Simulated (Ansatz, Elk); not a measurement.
# SrTiCu: X-ray structure factors from the self-consistent density, part 2 of 2

Structure refinements treat a crystal as free atoms side by side. For a made-up structure of SrTiCu (cell and positions from a PBEsol relaxation) the runs below show what the calculated density changes in F(hkl).

Elk 11.2.3 (patched build); all-electron DFT.

So far: The starting structure; Ground state and structure factors; The highest occupied states alone.

The structure was built from a prototype and need not be the compound's stable phase.

## Step 4: Another functional

Level of this step: DFT, LDA (Perdew-Wang), all-electron APW+lo, Dirac cores, scalar-relativistic bands, static density, no spin (Elk).

The difference from free atoms is small, so it is set against the change that LDA (Perdew-Wang) makes.

elk.in

```
tasks
  0
  195

xctype
  3

spinpol
  .false.

rgkmax
  7.0

gmaxvr
  14.0

lmaxo
  7

lmaxapw
  8

swidth
  0.002

tshift
  .false.

ramdisk
  .false.

hmaxvr
  5.5

maxscl
  120

epspot
  1e-06

sppath
  './'

avec
  7.87500236278 -0.00000000000 0.00000000000
  -3.93750118139 6.81995210103 0.00000000000
  0.00000000000 0.00000000000 9.17770809498

atoms
  3
  'Sr.in'
  1
  0.6666666667 0.3333333333 0.0000000000   0.000000 0.000000 0.000000
  'Cu.in'
  1
  0.0000000000 0.0000000000 0.5000000000   0.000000 0.000000 0.000000
  'Ti.in'
  1
  0.3333333333 0.6666666667 0.5000000000   0.000000 0.000000 0.000000

ngridk
  6 6 5
```

On the command line:

```console
OMP_NUM_THREADS=4 elk
```

Numbers of over 12 decimals in the logs are rounded to 6 here.

Log:

```text
┌─────────────────────────┐
│ Elk code version 11.2.3 │
└─────────────────────────┘

All units are atomic (Hartree, Bohr, etc.)

┌─────────────────────────────────────────────────┐
│ Ground-state run starting from atomic densities │
└─────────────────────────────────────────────────┘

Lattice vectors :
   7.875002363      -0.000000000       0.000000000
  -3.937501181       6.819952101       0.000000000
   0.000000000       0.000000000       9.177708095

Reciprocal lattice vectors :
  0.7978645615      0.4606473194      -0.000000000
[...]
muffin-tins (core leakage)
  species : 1 (Sr)
[...]
species : 2 (Cu)
   atom 1                    :    27.97111932     (  0.3752312938E-03)
  species : 3 (Ti)
   atom 1                    :    20.02922109     ( -0.3474711004E-05)
 total in muffin-tins        :    84.00083031
 total calculated charge     :    88.99962057
 total charge                :    89.00000000
 error                       :   0.3794323813E-03

┌──────────────────────────────┐
│ Self-consistent loop stopped │
└──────────────────────────────┘

Warning : core states of species 2 leak from the muffin-tin :   0.3752312938E-03

Wrote STATE.OUT
[key lines of the parts left out:]
total energy                :     -5680.6032046178
```

It took 25 s on 4 threads of Arm Neoverse N1, shared host; peak memory 0.16 GiB; 71 s of CPU time.

Against the first run R = 0.05 %; the largest change is -0.023 at 112.

## Step 5: Basis size

A smaller basis shows how fast F responds to it; the change is likely larger than the basis error of the first run, but doesn't show convergence.

elk.in, as its differences from that of step 4:

```diff
@@ -5,3 +5,3 @@
 xctype
-  3
+  20
 
@@ -11,3 +11,3 @@
 rgkmax
-  7.0
+  5.5
```

On the command line:

```console
OMP_NUM_THREADS=4 elk
```

Log:

```text
┌─────────────────────────┐
│ Elk code version 11.2.3 │
└─────────────────────────┘

All units are atomic (Hartree, Bohr, etc.)

┌─────────────────────────────────────────────────┐
│ Ground-state run starting from atomic densities │
└─────────────────────────────────────────────────┘

Lattice vectors :
   7.875002363      -0.000000000       0.000000000
  -3.937501181       6.819952101       0.000000000
   0.000000000       0.000000000       9.177708095

Reciprocal lattice vectors :
  0.7978645615      0.4606473194      -0.000000000
[...]
muffin-tins (core leakage)
  species : 1 (Sr)
[...]
species : 2 (Cu)
   atom 1                    :    27.88849951     (  0.3608865176E-03)
  species : 3 (Ti)
   atom 1                    :    19.94146607     ( -0.2140010338E-06)
 total in muffin-tins        :    83.81642586
 total calculated charge     :    88.99961499
 total charge                :    89.00000000
 error                       :   0.3850093782E-03

┌──────────────────────────────┐
│ Self-consistent loop stopped │
└──────────────────────────────┘

Warning : core states of species 2 leak from the muffin-tin :   0.3608865176E-03

Wrote STATE.OUT
[key lines of the parts left out:]
total energy                :     -5688.4964665065
```

The job ended after 32 s (4 threads; peak memory 0.16 GiB).

Against the first run R = 0.04 %; the largest change is -0.084 at 002.

## Step 6: A coarser k-mesh

About half the k-points along each axis test the sampling.

elk.in, as its differences from that of step 5:

```diff
@@ -11,3 +11,3 @@
 rgkmax
-  5.5
+  7.0
 
@@ -61,2 +61,2 @@
 ngridk
-  6 6 5
+  3 3 2
```

On the command line:

```console
OMP_NUM_THREADS=4 elk
```

Log:

```text
┌─────────────────────────┐
│ Elk code version 11.2.3 │
└─────────────────────────┘

All units are atomic (Hartree, Bohr, etc.)

┌─────────────────────────────────────────────────┐
│ Ground-state run starting from atomic densities │
└─────────────────────────────────────────────────┘

Lattice vectors :
   7.875002363      -0.000000000       0.000000000
  -3.937501181       6.819952101       0.000000000
   0.000000000       0.000000000       9.177708095

Reciprocal lattice vectors :
  0.7978645615      0.4606473194      -0.000000000
[...]
muffin-tins (core leakage)
  species : 1 (Sr)
[...]
species : 2 (Cu)
   atom 1                    :    27.95265265     (  0.3602279616E-03)
  species : 3 (Ti)
   atom 1                    :    20.01429590     ( -0.2139982200E-06)
 total in muffin-tins        :    83.96741348
 total calculated charge     :    88.99963401
 total charge                :    89.00000000
 error                       :   0.3659891430E-03

┌──────────────────────────────┐
│ Self-consistent loop stopped │
└──────────────────────────────┘

Warning : core states of species 2 leak from the muffin-tin :   0.3602279616E-03

Wrote STATE.OUT
[key lines of the parts left out:]
total energy                :     -5688.6363632454
```

Elapsed: 24 s, on 4 threads; peak memory 0.16 GiB; 46 s of CPU time.

Against the first run R = 0.02 %; the largest change is -0.030 at 002.

## Step 7: Settings against the effect

| run | R against the first run (%) | R against neutral atoms, low angle (%) | wall time |
| --- | --- | --- | --- |
| PBE, rgkmax 7 | 0.00 | 0.84 | 37 s |
| LDA (Perdew-Wang) | 0.05 | 0.86 | 25 s |
| rgkmax 5.5 | 0.04 | 0.92 | 32 s |
| k-mesh 3×3×2 | 0.02 | 0.86 | 24 s |

## Step 8: What came out

* R against neutral atoms, sin θ/λ < 0.3 Å⁻¹: 0.84 %
* R against neutral atoms, 0.3 to 0.82 Å⁻¹: 0.21 %

In words: Independent neutral atoms miss the calculated amplitudes by R = 0.84 % below 0.3 Å⁻¹ and 0.21 % from there to 0.82 Å⁻¹; by shells, 0.53 % below 0.15 Å⁻¹ (2 forms), 0.86 % 0.15 to 0.3 (7 forms), 0.33 % 0.3 to 0.45 (13 forms), 0.19 % above 0.45 (73 forms). Bonding, aspherical density and the tables' own atoms all enter these figures, and the runs don't part them. The largest change of an amplitude is -0.51 electrons, at 110. R counts amplitudes alone; phases shift too. The window's part falls from 17.0 electrons at the origin to at most 2.56 between 0.45 and 0.82 Å⁻¹, where compact states inside the window still scatter. Below 0.3 Å⁻¹ the changes that finished (LDA (Perdew-Wang), rgkmax 5.5 and k-mesh 3×3×2) move F by R = 0.09 % at most, against the 0.84 % that separates it from free atoms. These runs have no spin, though d or f shells may be open. Part of the difference isn't bonding: the tables are fits to free atoms and ions calculated by other methods than this functional. Thermal motion, anomalous dispersion and extinction are left out.

[Logs are printed without paths, hosts, clocks, repeated set-up lines and the standing remarks that a program may print on its own settings, such as how far it seeks lower states.]

[Hosts, paths, dates, database ids (printed as entryN), source tags and the programs' standing remarks are cut or masked in the printed files.]
